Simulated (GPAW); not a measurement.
Consider MgMn2Al2O6 (P1).

```cif
data_structure
_symmetry_space_group_name_H-M 'P 1'
_symmetry_Int_Tables_number 1
_cell_length_a 4.9924
_cell_length_b 5.5405
_cell_length_c 5.7315
_cell_angle_alpha 69.570
_cell_angle_beta 67.271
_cell_angle_gamma 64.846
_cell_volume 129.08
loop_
_atom_site_label
_atom_site_type_symbol
_atom_site_fract_x
_atom_site_fract_y
_atom_site_fract_z
_atom_site_occupancy
Mn1 Mn 0.48194 0.05173 0.88156 1
Mn2 Mn 0.26722 0.91515 0.45638 1
Al3 Al 0.93526 0.47773 0.65918 1
Al4 Al 0.05960 0.61881 0.10207 1
Mg5 Mg 0.64051 0.33208 0.22930 1
O6 O 0.08639 0.26618 0.18045 1
O7 O 0.71765 0.27479 0.88406 1
O8 O 0.32134 0.24202 0.55577 1
O9 O 0.75688 0.70145 0.39824 1
O10 O 0.34271 0.71409 0.12782 1
O11 O 0.97801 0.71847 0.78905 1
```

Absorber: atom 3, with 1 O at 1.75 Å, 1 O at 1.81 Å, 1 O at 1.83 Å and 1 O at 1.85 Å (distorted tetrahedral, site symmetry 1). Method: GPAW, PBE + U (Mn 4 eV), full core hole (charged cell), 11-atom cell with 5.0 Å between holes, 4×4×3 k points, dipole transitions, Gaussian full width 0.9 eV up to 4 eV, rising linearly to 3.5 eV at 25 eV.

**Question.** What does the Al K edge look like?

Main maxima up to 24 eV above the zero (height): 6.0 eV (2.13) and 14.8 eV (1.16). A K edge sees empty p states on the absorber. The total-energy difference plus the lowest empty eigenvalue puts the zero at 1557.74 eV. The tabulated edge of the element is 1559 eV. The functional and the charged cell's background leave an error of a few eV in such absolute values.

The Al K spectrum (energy from the lowest empty level; intensity scaled to a mean of 1 over the first 20 eV; polarised curves are means over the symmetry-equivalent atoms):

```csv
E (eV),isotropic,ε ∥ x,ε ∥ y,ε ∥ z
-2.0,0.00,0.00,0.00,0.00
-1.4,0.00,0.00,0.00,0.00
-0.8,0.00,0.00,0.00,0.00
-0.2,0.00,0.00,0.00,0.00
0.4,0.00,0.00,0.00,0.00
1.0,0.01,0.01,0.02,0.02
1.6,0.04,0.03,0.04,0.05
2.2,0.18,0.17,0.15,0.22
2.8,0.50,0.40,0.38,0.72
3.4,0.80,0.75,0.65,0.99
4.0,1.23,1.02,1.10,1.58
4.6,1.65,1.15,1.44,2.37
5.2,1.81,1.38,1.71,2.35
5.8,2.11,2.01,1.95,2.37
6.4,2.02,2.34,1.91,1.80
7.0,1.71,2.32,1.80,1.01
7.6,1.35,1.79,1.62,0.65
8.2,0.99,1.12,1.33,0.51
8.8,0.80,0.85,1.07,0.49
9.4,0.77,0.88,0.91,0.53
10.0,0.82,0.98,0.90,0.58
10.6,0.89,0.99,1.03,0.66
11.2,0.93,0.88,1.12,0.78
11.8,0.91,0.73,1.06,0.93
12.4,0.89,0.66,0.93,1.08
13.0,0.94,0.70,0.88,1.24
13.6,1.04,0.83,0.96,1.34
14.2,1.13,0.99,1.09,1.31
14.8,1.16,1.12,1.18,1.20
15.4,1.14,1.17,1.15,1.10
16.0,1.09,1.15,1.05,1.08
16.6,1.04,1.09,0.94,1.09
17.2,1.01,1.03,0.90,1.11
17.8,1.01,1.00,0.93,1.09
18.4,1.02,1.00,1.00,1.05
19.0,1.03,1.02,1.07,1.01
19.6,1.04,1.04,1.10,0.97
20.2,1.01,1.05,1.07,0.92
20.8,0.97,1.03,0.99,0.88
21.4,0.89,0.99,0.88,0.81
22.0,0.81,0.93,0.77,0.74
22.6,0.73,0.85,0.69,0.66
23.2,0.66,0.77,0.62,0.59
23.8,0.60,0.68,0.58,0.54
24.4,0.55,0.61,0.56,0.49
25.0,0.52,0.55,0.53,0.46
25.6,0.49,0.51,0.51,0.44
26.2,0.46,0.47,0.49,0.42
26.8,0.44,0.44,0.47,0.41
27.4,0.42,0.41,0.46,0.40
28.0,0.41,0.39,0.45,0.40
28.6,0.40,0.37,0.43,0.41
29.2,0.40,0.36,0.42,0.43
29.8,0.41,0.36,0.40,0.46
30.4,0.41,0.37,0.39,0.49
31.0,0.42,0.38,0.38,0.51
31.6,0.43,0.40,0.37,0.53
```

The hole lies in one spin channel, while the script sums the empty states of both and takes the lower zero; where the two channels are split, this blurs and shifts the curve. The crystal has 2 inequivalent Al sites and not all are shown here, while a measurement adds them all. The spins start ferromagnetically in a simple order, which needn't be the measured one; gap and edge can depend on it. The holes are only 5.0 Å apart, so the shape is probably not converged with cell size; no larger cell was run here. The mesh is coarse (0.41 Å⁻¹ between points), so small maxima may be mesh ripples. The structure is a computed Materials Project entry and may be a hypothetical form.

[Banner, clock and machine lines of the logs are left out without a mark of their own.]

[Logs are printed without paths, hosts, clocks, repeated set-up lines and the standing remarks that a program may print on its own settings, such as how far it seeks lower states.]

[Hosts, paths, dates, database ids (printed as entryN), source tags and the programs' standing remarks are cut or masked in the printed files.]

[Lists of maxima count a maximum above −3 eV only where it reaches 4 % of the highest in the window and stands out from its surroundings by 2 % of it (1.5 % where it reaches 55 %); shoulders and weaker maxima are passed over, and of the rest the first, up to two pre-edge ones and the few strongest are named.]
